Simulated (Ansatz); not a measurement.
# NMR shift of metallic ZrB2 from a Zeeman field

Wanted: spin susceptibility and spin part of the Knight shift of ZrB2, from the response to a Zeeman field.

Main program and level: Ansatz 0.2.0; DFT, PBE, plane-wave PAW, default files (PAW set soft_2), collinear spin, scalar-relativistic.

## (1) The starting structure

Symmetry: P6/mmm, No. 191, hexagonal system. The conventional cell has a = 3.170 Å, b = 3.170 Å, c = 3.533 Å, α = 90.00°, β = 90.00°, γ = 120.00°. Zr has 12 B at 2.54 Å nearest. B has 3 B at 1.83 Å and 6 Zr at 2.54 Å nearest. Farther neighbours are not listed.

Structure file:

```cif
data_structure
_symmetry_space_group_name_H-M 'P6/mmm'
_symmetry_Int_Tables_number 191
_cell_length_a 3.1700
_cell_length_b 3.1700
_cell_length_c 3.5330
_cell_angle_alpha 90.000
_cell_angle_beta 90.000
_cell_angle_gamma 120.000
_cell_volume 30.75
loop_
_atom_site_label
_atom_site_type_symbol
_atom_site_symmetry_multiplicity
_atom_site_Wyckoff_symbol
_atom_site_fract_x
_atom_site_fract_y
_atom_site_fract_z
_atom_site_occupancy
Zr1 Zr 1 a 0.00000 0.00000 0.00000 1
B1 B 2 d 0.66667 0.33333 0.50000 1
```

The cell is an entry of the Crystallography Open Database; it need not be the form that is stable at ambient conditions.

## (2) Applying a field to the spins

A field acting on the spins alone polarises the electrons at the Fermi level, and through exchange the cores. The spin density that this leaves at a nucleus gives the contact field (2μ₀/3) μB ρ_s, and its ratio to B is the isotropic contact shift K; the spin-dipolar anisotropy is not included. The field, 300 T, is far above laboratory fields so that the moment stands clear of numerical noise; it splits the spins by 35 meV, against a smearing of 100 meV. The net moment comes from states near the Fermi level, so the mesh must be dense.

File input.yaml:

```yaml
crystal:
  lattice:
    - [3.17, 0.0, 0.0]
    - [-1.585, 2.74530053, 0.0]
    - [0.0, 0.0, 3.533]
  atoms:
    - { symbol: Zr, position: [0.0, 0.0, 0.0] }
    - { symbol: B, position: [0.6666666667, 0.3333333333, 0.5] }
    - { symbol: B, position: [0.3333333333, 0.6666666667, 0.5] }
kpoints:
  mp_grid: { grid: [16, 16, 12] }
scf:
  lower_state_search: "off"
  occupations: { method: fermi_dirac, width: 0.1 }
  convergence: { dr2_threshold: 1.0e-10 }
hamiltonian:
  xc: pbe
output:
  efg:
    contact_densities: true
    quadrupole_moments_barn: { Zr: -0.176, B: 0.04059 }
  forces: false
  dos: { de: 0.02 }
  write_density: true
  write_potential: true
  elf: true
  volumetric_format: npy
magnetization:
  spin_polarized: true
  magnetic_field: 300
```

Run with:

```
$ ansatz run input.yaml --threads 4 --pin off --max-ram 8192MiB --backend cpu --events-out ev --progress --plain --runs-dir out
```

Numbers of over 12 decimals in the logs are rounded to 6 here.

The log of the run:

```text
[a pick of lines, long numbers rounded; other set-up, energy and force rows are left out]
Functional definition: PBE
Basis set: ecut = 420 eV, 575 PW (Γ)
Symmetry: 24 space group operations
k-points: 210 of 3072
SCF iter   1: F=—  HF=-4499.340567 eV  |F-HF|=—  |Δ(HF+E_count)|=         —  Δρ=2.90e-2 (↑2.90e-2 ↓2.90e-2)  dr2=1.87e0  dr2_m=2.39e-6  M=0.005 μB ∫|m|=0.005 μB  β_m=1.00  ethr=3.10e-3  ⟨swp⟩=5.0  Hψ=27921  notcnv=0
preconditioner: auto → none  [metal: Δε(μ)=0.024 eV  Ē_g=17.610 eV  σ=0.100 eV  W_gap=0.06  n_scr=8 (ndim 8)  ℏωp=26.8 eV  f_vac=0.000  D(μ)=0.30/eV (n_scr^D=0)  sad-step TF]
SCF iter   2: F=—  HF=-4498.248650 eV  |F-HF|=—  |Δ(HF+E_count)|=    1.09e0  Δρ=2.71e-2 (↑2.23e-2 ↓2.71e-2)  dr2=9.21e-1  dr2_m=5.59e-2  M=0.793 μB ∫|m|=0.793 μB  ethr=3.10e-3  ⟨swp⟩=2.0  Hψ=10997  notcnv=0  defer=76
SCF iter   3: F=—  HF=-4498.939479 eV  |F-HF|=—  |Δ(HF+E_count)|=         —  Δρ=2.57e-2 (↑2.57e-2 ↓2.23e-2)  dr2=8.73e-1  dr2_m=4.85e-2  M=0.056 μB ∫|m|=0.084 μB  β_m=0.30  ethr=3.10e-3  ⟨swp⟩=1.0  Hψ=5793  notcnv=0  defer=76
SCF iter   4: F=—  HF=-4498.746368 eV  |F-HF|=—  |Δ(HF+E_count)|=         —  Δρ=8.20e-3 (↑8.18e-3 ↓8.20e-3)  dr2=6.48e-2  dr2_m=2.04e-6  M=0.005 μB ∫|m|=0.005 μB  β_m=1.00  ethr=3.10e-3  ⟨swp⟩=5.4  Hψ=25519  notcnv=0  defer=8
SCF iter   5: F=—  HF=-4498.731780 eV  |F-HF|=—  |Δ(HF+E_count)|=   1.46e-2  Δρ=5.31e-3 (↑5.30e-3 ↓5.31e-3)  dr2=2.11e-2  dr2_m=2.19e-8  M=0.005 μB ∫|m|=0.005 μB  β_m=0.30  ethr=3.60e-4  ⟨swp⟩=1.0  Hψ=9246  notcnv=0  defer=60
SCF iter   6: F=—  HF=-4498.726188 eV  |F-HF|=—  |Δ(HF+E_count)|=   5.59e-3  Δρ=2.03e-3 (↑2.03e-3 ↓2.03e-3)  dr2=2.22e-3  dr2_m=1.41e-8  M=0.005 μB ∫|m|=0.005 μB  β_m=0.30  ethr=1.17e-4  ⟨swp⟩=1.5  Hψ=6740  notcnv=0  defer=60
SCF iter   7: F=—  HF=-4498.725959 eV  |F-HF|=—  |Δ(HF+E_count)|=   2.30e-4  Δρ=1.39e-3 (↑1.39e-3 ↓1.39e-3)  dr2=1.01e-3  dr2_m=8.72e-9  M=0.005 μB ∫|m|=0.005 μB  β_m=0.61  ethr=1.23e-5  ⟨swp⟩=1.0  Hψ=5791  notcnv=0  defer=60
SCF iter   8: F=—  HF=-4498.725858 eV  |F-HF|=—  |Δ(HF+E_count)|=   1.01e-4  Δρ=2.74e-4 (↑2.74e-4 ↓2.71e-4)  dr2=1.79e-4  dr2_m=7.53e-10  M=0.005 μB ∫|m|=0.005 μB  β_m=0.49  ethr=5.60e-6  ⟨swp⟩=1.8  Hψ=7392  notcnv=0  defer=60
SCF iter   9: F=—  HF=-4498.725807 eV  |F-HF|=—  |Δ(HF+E_count)|=   5.02e-5  Δρ=3.99e-5 (↑3.99e-5 ↓3.88e-5)  dr2=1.28e-6  dr2_m=4.70e-10  M=0.005 μB ∫|m|=0.005 μB  β_m=0.65  ethr=9.94e-7  ⟨swp⟩=2.2  Hψ=7790  notcnv=0  defer=60
SCF iter  10: F=—  HF=-4498.725808 eV  |F-HF|=—  |Δ(HF+E_count)|=   2.56e-7  Δρ=7.24e-6 (↑7.24e-6 ↓7.22e-6)  dr2=2.23e-8  dr2_m=8.70e-11  M=0.005 μB ∫|m|=0.005 μB  β_m=0.69  ethr=7.11e-9  ⟨swp⟩=2.4  Hψ=9130  notcnv=0  defer=60
SCF iter  11: F=—  HF=-4498.725808 eV  |F-HF|=—  |Δ(HF+E_count)|=   9.95e-9  Δρ=1.68e-6 (↑1.68e-6 ↓1.63e-6)  dr2=9.05e-10  dr2_m=1.89e-11  M=0.005 μB ∫|m|=0.005 μB  β_m=0.72  ethr=1.24e-10  ⟨swp⟩=2.0  Hψ=9510  notcnv=0  defer=60
SCF iter  12: F=-4498.725808 eV  HF=-4498.725808 eV  |F-HF|=3.55e-11  |Δ(HF+E_count)|=  7.66e-10  Δρ=3.66e-7 (↑3.66e-7 ↓3.42e-7)  dr2=3.91e-11  dr2_m=3.55e-12  M=0.005 μB ∫|m|=0.005 μB  β_m=0.76  ethr=1.00e-12  ⟨swp⟩=2.3  Hψ=18537  notcnv=0
SCF iter  13: F=-4498.725808 eV  HF=-4498.725808 eV  |F-HF|=9.09e-13  |Δ(HF+E_count)|=  4.00e-11  Δρ=4.46e-8 (↑4.46e-8 ↓4.30e-8)  dr2=1.57e-13  dr2_m=4.42e-13  M=0.005 μB ∫|m|=0.005 μB  β_m=0.88  ethr=1.00e-12  ⟨swp⟩=1.0  Hψ=13351  notcnv=0
SCF iter  14: F=-4498.725808 eV  HF=-4498.725808 eV  |F-HF|=0.00e0  |Δ(HF+E_count)|=  2.73e-12  Δρ=8.83e-9 (↑8.65e-9 ↓8.83e-9)  dr2=1.89e-15  dr2_m=1.96e-14  M=0.005 μB ∫|m|=0.005 μB  β_m=0.94  ethr=1.00e-12  ⟨swp⟩=1.0  Hψ=13351  notcnv=0
SCF iter  15: F=-4498.725808 eV  HF=-4498.725808 eV  |F-HF|=9.09e-13  |Δ(HF+E_count)|=  9.09e-13  Δρ=1.50e-9 (↑1.22e-9 ↓1.50e-9)  dr2=3.44e-16  dr2_m=3.73e-16  M=0.005 μB ∫|m|=0.005 μB  ethr=1.00e-12  ⟨swp⟩=1.0  Hψ=13351  notcnv=0
SCF converged after 15 iterations
Magnetization: 0.0048 μB (9.0024 up, 8.9976 down)
Absolute magnetization: 0.0048 μB (∫|ρ↑−ρ↓|, with the PAW one-centre terms)
Per-site moments (μB) at R_I (Å): [(0.00199542, 1.049256), (0.000216193, 0.754958), (0.000216193, 0.754958)]
Free energy (F): -4498.725808 eV
Fermi energy:    15.802412 eV
--- PAW observables at the nuclei: V_zz in 10²¹ V/m², potentials from the cell's mean, atoms counted from 1 ---
  atom   1  Zr V_zz =    +4.518444   η = 0.0000   by run symmetry: allowed   C_q = -19.2290 MHz
            electrostatic potential = -5930.186956 V   contact ρ = 490515.293219 e/Å³   contact ρ_s (e/Å³): all electrons -0.006073, valence -0.003735
  atom   2  B  V_zz =    +0.064604   η = 0.0000   by run symmetry: allowed   C_q = +0.0634 MHz
            electrostatic potential = -332.730944 V   contact ρ = 486.109559 e/Å³   contact ρ_s (e/Å³): all electrons -0.000632, valence -0.000415
  atom   3  B  V_zz =    +0.064604   η = 0.0000   by run symmetry: allowed   C_q = +0.0634 MHz
            electrostatic potential = -332.730944 V   contact ρ = 486.109559 e/Å³   contact ρ_s (e/Å³): all electrons -0.000632, valence -0.000415
--- Band table (eV; the first three rows and the last of 420) ---
  k-point 0 ↑: bands = ["-32.8480", "-11.0385", "-10.4833", "-10.4833", "3.0441", "13.1459", "13.1459", "13.1930", "13.4290", "19.1729", "19.1729", "19.9504", "19.9504", "20.6314"]
  k-point 1 ↑: bands = ["-32.8467", "-11.0639", "-10.4815", "-10.4815", "3.1472", "12.4155", "13.2112", "13.2112", "14.1729", "18.6266", "18.6266", "19.7356", "19.7356", "20.6419"]
  k-point 2 ↑: bands = ["-32.8431", "-11.1324", "-10.4769", "-10.4769", "3.4424", "11.5006", "13.4046", "13.4046", "15.0109", "17.7931", "17.7931", "19.1671", "19.1671", "20.6714"]
  k-point 209 ↓: bands = ["-32.6637", "-11.1007", "-11.0916", "-10.9892", "6.7800", "7.3748", "10.8959", "13.0751", "13.1542", "19.8699", "21.6545", "21.9659", "22.0771", "22.6667"]
```

The job ended after 9 s (4 threads of Arm Neoverse N1, shared host; peak memory 0.47 GiB).

The moment is 0.00478 μB a cell, a spin susceptibility of 2.97 × 10⁻⁶ emu per mole of atoms. With 7.769 T for 1 e/Å³:

```csv
site,nucleus,contact shift (ppm),from valence states,rest (mostly cores)
Zr,91Zr,-157,-97,-61
B,11B,-16,-11,-5.6
```

The split depends on the files: semicore shells that they treat as valence count in the first part.

## (3) Is the response linear?

The shift is a ratio that holds only while the moment grows in step with the field, so the field is doubled.

Edit input.yaml of step 2 so:

```diff
@@ -22,9 +22,4 @@
   forces: false
-  dos: { de: 0.02 }
-  write_density: true
-  write_potential: true
-  elf: true
-  volumetric_format: npy
 magnetization:
   spin_polarized: true
-  magnetic_field: 300
+  magnetic_field: 600
```

The log of the run:

```text
[a pick of lines, long numbers rounded; other set-up, energy and force rows are left out]
[...]
Basis set: ecut = 420 eV, 575 PW (Γ)
[... 1 set-up line as in the run before ...]
k-points: 210 of 3072
[...]
SCF converged after 15 iterations
Magnetization: 0.0096 μB (9.0048 up, 8.9952 down)
Absolute magnetization: 0.0096 μB (∫|ρ↑−ρ↓|, with the PAW one-centre terms)
Per-site moments (μB) at R_I (Å): [(0.00398822, 1.049256), (0.000431682, 0.754958), (0.000431682, 0.754958)]
Free energy (F): -4498.725932 eV
Fermi energy:    15.801888 eV
[...]
atom   1  Zr V_zz =    +4.518188   η = 0.0000   by run symmetry: allowed   C_q = -19.2279 MHz
[...]
atom   2  B  V_zz =    +0.064549   η = 0.0000   by run symmetry: allowed   C_q = +0.0634 MHz
[...]
atom   3  B  V_zz =    +0.064549   η = 0.0000   by run symmetry: allowed   C_q = +0.0634 MHz
[...]
```

The job ended after 8 s (4 threads; peak memory 0.46 GiB; 28 s of CPU time).

The moment goes from 0.00478 to 0.00956 μB, a factor of 2.00, and the shift of Zr from -157 to -157 ppm. The response is linear on all sites, to 3 % of the larger of shift and valence part or 3 ppm; the largest move is +0 ppm, on Zr.

## (4) How settled the numbers are

Each row names what differs in the settings from the first run, the PAW files staying the same unless named (PBE, default files (PAW set soft_2), mesh 16×16×12, fermi dirac smearing of 0.1 eV, cutoff 420 eV, 300 T). Shifts in ppm; times on 4 threads of Arm Neoverse N1, shared host.

```csv
run,time,χ_s (10⁻⁶ emu/mol),Zr,B
first run,9 s,2.97,-157,-16
volume × 1.040,8.6 s,3.12,-168,-17
mesh 6×6×4,2.4 s,6.38,-413,-28
PBEsol,7.7 s,2.92,-144,-16
```

## (5) What came out

```yaml
91zr_contact_shift: -157 ppm
11b_contact_shift: -16 ppm
spin_susceptibility: 2.97 × 10⁻⁶ emu per mole of atoms
```

In words: The spin part of the Knight shift is -157 ppm on Zr and -16 ppm on B in the first run. For its size, with shifts under 60 ppm counted as 60, Zr moves most with the settings. No row of the table has a finer mesh on this cell, so the value may still hold a sampling error; the coarser mesh 6×6×4 differs by -256 ppm on Zr. Another functional changes the shift of Zr by +13 ppm (PBEsol). Over the rows of this table on the first cell the shift spans -413 to -144 ppm on Zr and -28 to -16 ppm on B. 1 further run of this session (failed, refused or on trial settings) is not shown. The orbital shift is left out; on d- and f-block metals such as Zr it can be large.

[Logs are printed without paths, hosts, clocks, repeated set-up lines and the standing remarks that a program may print on its own settings, such as how far it seeks lower states.]

[Hosts, paths, dates, database ids (printed as entryN), source tags and the programs' standing remarks are cut or masked in the printed files.]
